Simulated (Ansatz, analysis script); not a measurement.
# Fixed-spin-moment curve of AlFe, part 2 of 2

Aim: the energy of AlFe as its total moment is fixed at a series of values, and its answer to a field.

Ansatz 0.2.0; PBE, PAW set soft_1.

So far. Step 4 (Without spin): The free collinear run lies 31.6 meV below it. Step 6 (Total moment fixed at 0.136 μB): The energy is -1.75 meV from the state without spin, and the largest site carries 0.147 μB.

**7. Total moment fixed at 0.273 μB**

Level of this step: Ansatz DFT, collinear, total moment fixed by two Fermi levels; PBE, PAW set soft_1; PAW set soft_1 (Ansatz).

Contents of input.yaml:

```yaml
crystal:
  lattice:
    - [2.91, 0.0, 0.0]
    - [0.0, 2.91, 0.0]
    - [0.0, 0.0, 2.91]
  atoms:
    - { symbol: Al, position: [0.0, 0.0, 0.0] }
    - { symbol: Fe, position: [0.5, 0.5, 0.5], spin: 0.273 }
magnetization:
  spin_polarized: true
  initial_magnetization: 0.273
  spin_locking: { lock_magnetization: hard }
kpoints:
  mp_grid: { grid: [13, 13, 13] }
hamiltonian:
  xc: pbe
  pseudopotentials: { kind: paw, azcp: { folder: soft_1 } }
scf:
  occupations: { method: fermi_dirac, width: 0.1 }
  max_iter: 120
  convergence: { dr2_threshold: 1.0e-08 }
  lower_state_search: "off"
basis:
  ecutwfc: 420.0
```

Started as:

```console
$ ansatz run input.yaml --threads 1 --pin off --max-ram 2560MiB --backend cpu --events-out ev --progress --plain --runs-dir out
```

Numbers of over 12 decimals in the logs are rounded to 6 here.

The program printed:

```text
[...]
Crystal: 2 atoms, lattice volume = 24.642 Å³
Basis set: ecut = 420 eV, 461 PW (Γ)
Bands: 14, of which v1, the nominal top of the filled ones, is band 10 counted from 1 (9 counted from 0)
Symmetry: 48 space group operations
[...]
k-points: 84 of 2197
[...]
Starting moments: Σ|m| = 0.273 μB on 1 of 2 sites
[...]
Magnetization: 0.2730 μB (9.6365 up, 9.3635 down)
Absolute magnetization: 0.3267 μB (∫|ρ↑−ρ↓|, with the PAW one-centre terms)
[...]
Per-site moments (μB) at R_I (Å): [(-0.013526, 1.039555), (0.294470, 1.039555)]
Free energy (F): -5018.621969 eV
[...]
Internal energy: -5018.528049 eV  (E = F + TS)
E sigma→0 (E₀):  -5018.575009 eV
Entropy (-TS):   -0.093920 eV (-46.960 meV/atom)
Fermi energy:    13.329077 (↑ 13.280382, ↓ 13.377772) eV
[...]
[key lines of the parts left out:]
SCF converged after 9 iterations
```

The job ended after 2.9 s (1 thread of Arm Neoverse V1, shared host; peak memory 0.27 GiB).

The energy is -6.89 meV from the state without spin, and the largest site carries 0.294 μB.

**8. Total moment fixed at 0.955 μB**

input.yaml, the sections that differ from step 7:

```yaml
crystal:
  lattice:
    - [2.91, 0.0, 0.0]
    - [0.0, 2.91, 0.0]
    - [0.0, 0.0, 2.91]
  atoms:
    - { symbol: Al, position: [0.0, 0.0, 0.0] }
    - { symbol: Fe, position: [0.5, 0.5, 0.5], spin: 0.955 }
magnetization:
  spin_polarized: true
  initial_magnetization: 0.955
  spin_locking: { lock_magnetization: hard }
# kpoints, hamiltonian, scf, basis: as in step 7
```

The program printed:

```text
[...]
Crystal: 2 atoms, lattice volume = 24.642 Å³
Basis set: ecut = 420 eV, 461 PW (Γ)
Bands: 14, of which v1, the nominal top of the filled ones, is band 10 counted from 1 (9 counted from 0)
Symmetry: 48 space group operations
[...]
k-points: 84 of 2197
[...]
Starting moments: Σ|m| = 0.955 μB on 1 of 2 sites
[...]
Magnetization: 0.9550 μB (9.9775 up, 9.0225 down)
Absolute magnetization: 1.0901 μB (∫|ρ↑−ρ↓|, with the PAW one-centre terms)
[...]
Per-site moments (μB) at R_I (Å): [(-0.037017, 1.039555), (0.998020, 1.039555)]
Free energy (F): -5018.628481 eV
[...]
Internal energy: -5018.547323 eV  (E = F + TS)
E sigma→0 (E₀):  -5018.587902 eV
Entropy (-TS):   -0.081158 eV (-40.579 meV/atom)
Fermi energy:    13.650789 (↑ 13.795128, ↓ 13.506450) eV
[...]
[key lines of the parts left out:]
SCF converged after 10 iterations
```

Elapsed: 3.2 s, on 1 thread; peak memory 0.27 GiB.

The energy is -13.4 meV from the state without spin, and the largest site carries 0.998 μB.

**9. Total moment fixed at 1.5 μB**

input.yaml, the sections that differ from step 8:

```yaml
crystal:
  lattice:
    - [2.91, 0.0, 0.0]
    - [0.0, 2.91, 0.0]
    - [0.0, 0.0, 2.91]
  atoms:
    - { symbol: Al, position: [0.0, 0.0, 0.0] }
    - { symbol: Fe, position: [0.5, 0.5, 0.5], spin: 1.5 }
magnetization:
  spin_polarized: true
  initial_magnetization: 1.5
  spin_locking: { lock_magnetization: hard }
# kpoints, hamiltonian, scf, basis: as in step 8
```

The program printed:

```text
[...]
Crystal: 2 atoms, lattice volume = 24.642 Å³
Basis set: ecut = 420 eV, 461 PW (Γ)
Bands: 15, of which v1, the nominal top of the filled ones, is band 10 counted from 1 (9 counted from 0)
Symmetry: 48 space group operations
[...]
k-points: 84 of 2197
[...]
Starting moments: Σ|m| = 1.5 μB on 1 of 2 sites
[...]
Magnetization: 1.5000 μB (10.2500 up, 8.7500 down)
Absolute magnetization: 1.6907 μB (∫|ρ↑−ρ↓|, with the PAW one-centre terms)
[...]
Per-site moments (μB) at R_I (Å): [(-0.049150, 1.039555), (1.560323, 1.039555)]
Free energy (F): -5018.531592 eV
[...]
Internal energy: -5018.432984 eV  (E = F + TS)
E sigma→0 (E₀):  -5018.482288 eV
Entropy (-TS):   -0.098608 eV (-49.304 meV/atom)
Fermi energy:    13.808992 (↑ 13.995042, ↓ 13.622943) eV
[...]
[key lines of the parts left out:]
SCF converged after 10 iterations
```

Run time: 3.4 s. Hardware: 1 thread; peak memory 0.27 GiB.

The energy is 83.5 meV from the state without spin, and the largest site carries 1.56 μB.

7 more runs differ from these in the same keys alone and are tabled below.

**10. No field, tight threshold**

A field gives a second route to the same curve. A thousand tesla shift each spin by 58 meV, and the threshold is tightened so that small induced moments are resolved.

input.yaml, the sections that differ from step 9:

```yaml
crystal:
  lattice:
    - [2.91, 0.0, 0.0]
    - [0.0, 2.91, 0.0]
    - [0.0, 0.0, 2.91]
  atoms:
    - { symbol: Al, position: [0.0, 0.0, 0.0] }
    - { symbol: Fe, position: [0.5, 0.5, 0.5], spin: 0.76 }
magnetization:
  spin_polarized: true
scf:
  occupations: { method: fermi_dirac, width: 0.1 }
  max_iter: 120
  convergence: { dr2_threshold: 1.0e-10 }
  lower_state_search: "off"
# kpoints, hamiltonian, basis: as in step 9
```

The program printed:

```text
[...]
Crystal: 2 atoms, lattice volume = 24.642 Å³
Basis set: ecut = 420 eV, 461 PW (Γ)
Bands: 14, of which v1, the nominal top of the filled ones, is band 10 counted from 1 (9 counted from 0)
Symmetry: 48 space group operations
[...]
k-points: 84 of 2197
[...]
Starting moments: Σ|m| = 0.76 μB on 1 of 2 sites
[...]
SCF converged after 14 iterations
Magnetization: 0.7261 μB (9.8630 up, 9.1370 down)
Absolute magnetization: 0.8397 μB (∫|ρ↑−ρ↓|, with the PAW one-centre terms)
[...]
Per-site moments (μB) at R_I (Å): [(-0.030816, 1.039555), (0.764895, 1.039555)]
Free energy (F): -5018.646627 eV
[...]
Internal energy: -5018.571903 eV  (E = F + TS)
E sigma→0 (E₀):  -5018.609265 eV
Entropy (-TS):   -0.074724 eV (-37.362 meV/atom)
Fermi energy:    13.468519 eV
[...]
```

Run time: 4.2 s. Hardware: 1 thread; peak memory 0.27 GiB.

The net moment is 0.726 μB a cell.

**11. Field of 2000 T**

Edit input.yaml of step 10 so:

```diff
@@ -10,2 +10,3 @@
   spin_polarized: true
+  magnetic_field: 2000.0
 kpoints:
```

The program printed:

```text
[...]
Crystal: 2 atoms, lattice volume = 24.642 Å³
Basis set: ecut = 420 eV, 461 PW (Γ)
Bands: 14, of which v1, the nominal top of the filled ones, is band 10 counted from 1 (9 counted from 0)
Symmetry: 48 space group operations
[...]
k-points: 84 of 2197
[...]
Starting moments: Σ|m| = 0.76 μB on 1 of 2 sites
[...]
SCF converged after 15 iterations
Magnetization: 0.8943 μB (9.9471 up, 9.0529 down)
Absolute magnetization: 1.0217 μB (∫|ρ↑−ρ↓|, with the PAW one-centre terms)
[...]
Per-site moments (μB) at R_I (Å): [(-0.035078, 1.039555), (0.934517, 1.039555)]
Free energy (F): -5018.739957 eV
[...]
Internal energy: -5018.661837 eV  (E = F + TS)
E sigma→0 (E₀):  -5018.700897 eV
Entropy (-TS):   -0.078120 eV (-39.060 meV/atom)
Fermi energy:    13.610031 eV
[...]
```

The job ended after 4.7 s (1 thread; peak memory 0.27 GiB).

The net moment is 0.894 μB a cell.

2 more runs differ from these in the same keys alone and are tabled below.

**12. The curves**

The energy less the state without spin by total moment:

```csv
total moment (μB/cell),energy less the state without spin (meV/cell)
0.000,0
0.136,-1.76
0.273,-6.89
0.409,-14.7
0.545,-23.8
0.682,-30.9
0.818,-28.4
0.955,-13.4
1.091,8.80
1.227,33.4
1.364,58.5
1.500,83.5
```

The field that holds a moment is half the difference of the two Fermi levels over μB.

Table of field that holds the moment by total moment:

```csv
total moment (μB/cell),field that holds the moment (T)
0.136,-442
0.273,-841
0.409,-1120
0.545,-1133
0.682,-476
0.818,1171
0.955,2494
1.091,3042
1.227,3160
1.364,3162
1.500,3214
```

Site moments:

```csv
total (μB),Al no. 1 (μB),Fe no. 2 (μB)
0.136,-0.0068,0.147
0.273,-0.0135,0.2945
0.409,-0.0198,0.4395
0.545,-0.0254,0.5822
0.682,-0.0298,0.7214
0.818,-0.0328,0.8559
0.955,-0.037,0.998
1.091,-0.0411,1.141
1.227,-0.0447,1.283
1.364,-0.0475,1.424
1.5,-0.0492,1.56
```

The total moment by field:

```csv
field (T),total moment (μB/cell)
0,0.726
500,0.765
1000,0.804
2000,0.894
```

Three Landau terms miss the curve as a whole or at its small-moment end, and no Stoner analysis is made here.

**13. Summary of results**

| Quantity | Value |
| --- | --- |
| state of the free run | ferromagnetic |
| net moment of the free run | 0.726 μB |
| energy of the free run from the state without spin | -31.6 meV a cell |
| lowest of the fixed moments tried | M = 0.682 μB, -30.9 meV |
| dM/dB between 0 and 500 T | 0.0782 μB a cell per 1000 T |

What this shows: At this level the system is magnetic: the free run keeps 0.765 μB on the largest site. No other order was typed. Semilocal functionals tend to overstate moments this weak, since they lack spin fluctuations. Among the fixed moments, E(M) falls 30.9 meV below the state without spin and is lowest near 0.682 μB on this grid. The field acts on spins alone. The 15 fixed-moment and field runs took 54 s of wall time, added up. Energies are free energies at a smearing of 0.1 eV, and with partly filled levels differences shift, at times strongly, as the smearing goes to zero. In doubt: the program's search for lower states was switched off, so a lower magnetic state than those reached may exist.

[Logs and program files are shortened in this print: banners, set-up blocks, solver, clock and traceback lines can be left out without a mark of their own.]

[Logs are printed without paths, hosts, clocks, repeated set-up lines and the standing remarks that a program may print on its own settings, such as how far it seeks lower states.]

[Hosts, paths, dates, database ids (printed as entryN), source tags and the programs' standing remarks are cut or masked in the printed files.]
